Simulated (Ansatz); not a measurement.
# Pd wire along [110], 12 atoms a period: bands by functional and under strain, part 2 of 2

Aim: is the Pd wire along [110], 12 atoms a period a metal or a semiconductor?

Ansatz 0.2.0; DFT PBE, plane waves, PAW; relaxation of a wire's period (the session's first sound run).

So far, absolute moment (μB): step 2 (relaxing the period, PBE) 2.59; step 3 (the wire at its relaxed period, PBE) 2.51; step 5 (levels at the same atoms, k-mesh 1×1×23 (run 2), PBEsol PBE) 2.12; step 6 (levels at the same atoms, cutoff 500 eV, k-mesh 1×1×23, r2SCAN PBE) 5.54; step 8 (two-component spinors, k-mesh 1×1×19, PBE spin-orbit) 1.64.

## 9. At a strained period, period over the relaxed period 1.06, k-mesh 1×1×22

This step: DFT PBE, plane waves, PAW; relaxation at a fixed period (Ansatz 0.2.0).

The period is set to 1.06 times the relaxed one and the atoms relax within it: strain changes bond lengths and angles, which shifts the bands against each other. Against the first PBE run of this kind, the mesh along the wire has 22 points against 30.

The cell differs from the one that the last finished run ended in (c 2.682 → 2.843 Å).

The input, input.yaml:

```yaml
crystal:
  lattice:
    - [14.68, 0.0, 0.0]
    - [0.0, 13.765, 0.0]
    - [0.0, 0.0, 2.8434019897]
  atoms:
    - { symbol: Pd, position: [0.23868049, 0.447485452, 0.0], spin: 0.31 }
    - { symbol: Pd, position: [0.499341443, 0.66000854, 0.0], spin: 0.26 }
    - { symbol: Pd, position: [0.49698572, 0.452246775, 0.0], spin: 0.32 }
    - { symbol: Pd, position: [0.771643423, 0.64420422, 0.0], spin: 0.13 }
    - { symbol: Pd, position: [0.765965056, 0.450236511, 0.0], spin: 0.12 }
    - { symbol: Pd, position: [0.365240688, 0.34570443, 0.5], spin: 0.25 }
    - { symbol: Pd, position: [0.362959184, 0.556880663, 0.5], spin: 0.28 }
    - { symbol: Pd, position: [0.359216845, 0.744988182, 0.5], spin: 0.19 }
    - { symbol: Pd, position: [0.636113826, 0.349162769, 0.5], spin: 0.14 }
    - { symbol: Pd, position: [0.630390824, 0.551278057, 0.5], spin: 0.26 }
    - { symbol: Pd, position: [0.640678103, 0.747482456, 0.5], spin: 0.15 }
    - { symbol: Pd, position: [0.50117677, 0.252720163, 0.0], spin: 0.18 }
magnetization:
  spin_polarized: true
kpoints:
  mp_grid: { grid: [1, 1, 22] }
  band_path: { path: ["Γ", Z], npoints: 50 }
scf:
  occupations: { method: fermi_dirac, width: 0.05 }
hamiltonian:
  xc: pbe
relax:
  max_steps: 40
  f_tol: 0.02
output:
  stress: true
```

Launch:

```sh
ansatz run input.yaml --threads 8 --pin off --max-ram 16384MiB --backend cpu --events-out ev --progress --plain --runs-dir out
```

The job ended after 6.3 min (8 threads of Arm Neoverse V2, shared host; peak memory 5.5 GiB; 48 min of CPU time).

The steps of the relaxation:

| step | energy less that of the first step (eV) | largest force component (eV/Å) |
| --- | --- | --- |
| 1 | 0.0000 | 0.4770 |
| 2 | -0.0686 | 0.4219 |
| 3 | -0.1435 | 0.0720 |
| 4 | -0.1405 | 0.1377 |
| 5 | -0.1484 | 0.0219 |
| 6 | -0.1496 | 0.0212 |
| 7 | -0.1493 | 0.0376 |
| 8 | -0.1498 | 0.0036 |

Relaxation steps 4, 7 were tried and not accepted.

The run keeps the 2 symmetry operations that it works with, so distortions that break them were not tested.

The atoms that moved most (Å):

| atom | dx | dy | dz | length |
| --- | --- | --- | --- | --- |
| Pd1 | 0.186 | 0.021 | 0.000 | 0.187 |
| Pd5 | -0.181 | -0.017 | 0.000 | 0.182 |
| Pd4 | -0.174 | 0.010 | 0.000 | 0.174 |
| Pd8 | 0.132 | 0.013 | 0.000 | 0.132 |
| Pd7 | 0.114 | 0.000 | 0.000 | 0.114 |
| Pd6 | 0.104 | 0.013 | 0.000 | 0.105 |
| Pd9 | -0.086 | -0.024 | 0.000 | 0.090 |
| Pd11 | -0.077 | 0.030 | 0.000 | 0.083 |

Final coordinates:

```cif
data_structure
_symmetry_space_group_name_H-M 'P 1'
_symmetry_Int_Tables_number 1
_cell_length_a 14.6800
_cell_length_b 13.7650
_cell_length_c 2.8434
_cell_angle_alpha 90.000
_cell_angle_beta 90.000
_cell_angle_gamma 90.000
_cell_volume 574.57
loop_
_atom_site_label
_atom_site_type_symbol
_atom_site_fract_x
_atom_site_fract_y
_atom_site_fract_z
_atom_site_occupancy
Pd1 Pd 0.25136 0.44903 0.00000 1
Pd2 Pd 0.50115 0.65921 0.00000 1
Pd3 Pd 0.49888 0.45177 0.00000 1
Pd4 Pd 0.75978 0.64493 0.00000 1
Pd5 Pd 0.75364 0.44899 0.00000 1
Pd6 Pd 0.37234 0.34663 0.50000 1
Pd7 Pd 0.37070 0.55690 0.50000 1
Pd8 Pd 0.36818 0.74590 0.50000 1
Pd9 Pd 0.63024 0.34743 0.50000 1
Pd10 Pd 0.62553 0.55155 0.50000 1
Pd11 Pd 0.63541 0.74963 0.50000 1
Pd12 Pd 0.50120 0.25044 0.00000 1
```

Numbers from this step:

| Quantity | Value |
| --- | --- |
| energy at zero smearing | -83665.7944 eV |
| total moment | 3.769 μB |
| absolute moment | 3.978 μB |

Site moment by atom:

| atom | site moment (μB) |
| --- | --- |
| Pd1 | 0.366 |
| Pd2 | 0.317 |
| Pd3 | 0.405 |
| Pd4 | 0.172 |
| Pd5 | 0.160 |
| Pd6 | 0.376 |
| Pd7 | 0.423 |
| Pd8 | 0.308 |
| Pd9 | 0.262 |
| Pd10 | 0.364 |
| Pd11 | 0.256 |
| Pd12 | 0.314 |

Bands cross the Fermi level, as under PBE at the relaxed period, with an absolute moment of 3.98 μB a cell.

## 10. At a strained period, period over the relaxed period 0.94, k-mesh 1×1×24

The period is set to 0.94 times the relaxed one and the atoms relax within it: strain changes bond lengths and angles, which shifts the bands against each other. Against the first PBE run of this kind, the mesh along the wire has 24 points against 30.

The cell differs from the one that the last finished run ended in (c 2.843 → 2.522 Å).

Changes to input.yaml since step 9:

```diff
@@ -4,3 +4,3 @@
     - [0.0, 13.765, 0.0]
-    - [0.0, 0.0, 2.8434019897]
+    - [0.0, 0.0, 2.5215074248]
   atoms:
@@ -21,3 +21,3 @@
 kpoints:
-  mp_grid: { grid: [1, 1, 22] }
+  mp_grid: { grid: [1, 1, 24] }
   band_path: { path: ["Γ", Z], npoints: 50 }
```

It took 4.6 min on 8 threads; peak memory 5 GiB; 36 min of CPU time.

The steps of the relaxation:

| step | energy less that of the first step (eV) | largest force component (eV/Å) |
| --- | --- | --- |
| 1 | 0.0000 | 0.5504 |
| 2 | -0.1147 | 0.2870 |
| 3 | -0.1615 | 0.0456 |
| 4 | -0.1700 | 0.0558 |
| 5 | -0.1693 | 0.0793 |
| 6 | -0.1708 | 0.0022 |

Relaxation step 5 was tried and not accepted.

The run keeps the 2 symmetry operations that it works with, so distortions that break them were not tested.

The atoms that moved most (Å):

| atom | dx | dy | dz | length |
| --- | --- | --- | --- | --- |
| Pd1 | -0.220 | -0.007 | 0.000 | 0.220 |
| Pd5 | 0.196 | 0.011 | 0.000 | 0.196 |
| Pd4 | 0.182 | 0.000 | 0.000 | 0.182 |
| Pd7 | -0.139 | -0.012 | 0.000 | 0.139 |
| Pd6 | -0.129 | 0.012 | 0.000 | 0.129 |
| Pd9 | 0.096 | 0.024 | 0.000 | 0.099 |
| Pd10 | 0.090 | -0.014 | 0.000 | 0.091 |
| Pd8 | -0.086 | -0.010 | 0.000 | 0.087 |

The relaxed structure:

```xyz
12
Lattice="14.6800 0.0000 0.0000 0.0000 13.7650 0.0000 0.0000 0.0000 2.5215" Properties=species:S:1:pos:R:3
Pd    3.2836    6.1524    0.0000
Pd    7.3101    9.0567    0.0000
Pd    7.2700    6.2323    0.0000
Pd   11.5098    8.8677    0.0000
Pd   11.4400    6.2081    0.0000
Pd    5.2331    4.7704    1.2608
Pd    5.1896    7.6534    1.2608
Pd    5.1870   10.2451    1.2608
Pd    9.4342    4.8303    1.2608
Pd    9.3438    7.5747    1.2608
Pd    9.4770   10.2486    1.2608
Pd    7.3417    3.5362    0.0000
```

Numbers from this step:

```
energy at zero smearing : -83665.5078 eV
```

Bands cross the Fermi level, as under PBE at the relaxed period, with no moment.

## 11. A varied input

This step: DFT LDA, plane waves, PAW; bands of a perfect wire at the PBE geometry; changed: basis.xc_grid = 1, hamiltonian.hubbard = {"sites": [{"species": "Pd", "l": "d", "u_eff": 4.0}], "double_counting": "amf"} (Ansatz 0.2.0).

The atoms of the band run (LDA) are kept and the input is varied, to see whether the result depends on it.

Changes to input.yaml since step 10:

```diff
@@ -4,3 +4,3 @@
     - [0.0, 13.765, 0.0]
-    - [0.0, 0.0, 2.5215074248]
+    - [0.0, 0.0, 2.6824547072]
   atoms:
@@ -21,3 +21,3 @@
 kpoints:
-  mp_grid: { grid: [1, 1, 24] }
+  mp_grid: { grid: [1, 1, 23] }
   band_path: { path: ["Γ", Z], npoints: 50 }
@@ -26,7 +26,5 @@
 hamiltonian:
-  xc: pbe
-relax:
-  max_steps: 40
-  f_tol: 0.02
-output:
-  stress: true
+  xc: lda
+  hubbard: { sites: [{ species: Pd, l: d, u_eff: 4.0 }], double_counting: amf }
+basis:
+  xc_grid: 1
```

Run time: 15 min. Hardware: 8 threads; peak memory 5.6 GiB.

The run was cut off at the time limit after its SCF cycle had converged; no result of it is taken.

## 12. What came out

* cell length, PBE: 2.682 Å
* absolute moment, PBE: 2.51 μB
* absolute moment, PBEsol: 2.12 μB
* absolute moment, r2SCAN: 5.54 μB
* absolute moment, with spin-orbit coupling: 1.64 μB
* gap, period scaled by 1.06: none
* gap, period scaled by 0.94: none
* ballistic conductance by band crossings, a lower bound, PBE: 11 G₀

In words: Under PBE the cell's length is 2.68 Å, the absolute moment is 2.51 μB a cell, and the bands cross the Fermi level 22 times between Γ and Z, which gives a perfect wire at least 11 G₀ (opposite crossings within one step of the path cancel in such a count). In the perfect wire the moments were started parallel, and no opposed start was run. No search over magnetic orders was made; another may lie lower.

[Logs are printed without paths, hosts, clocks, repeated set-up lines and the standing remarks that a program may print on its own settings, such as how far it seeks lower states.]

[Hosts, paths, dates, database ids (printed as entryN), source tags and the programs' standing remarks are cut or masked in the printed files.]
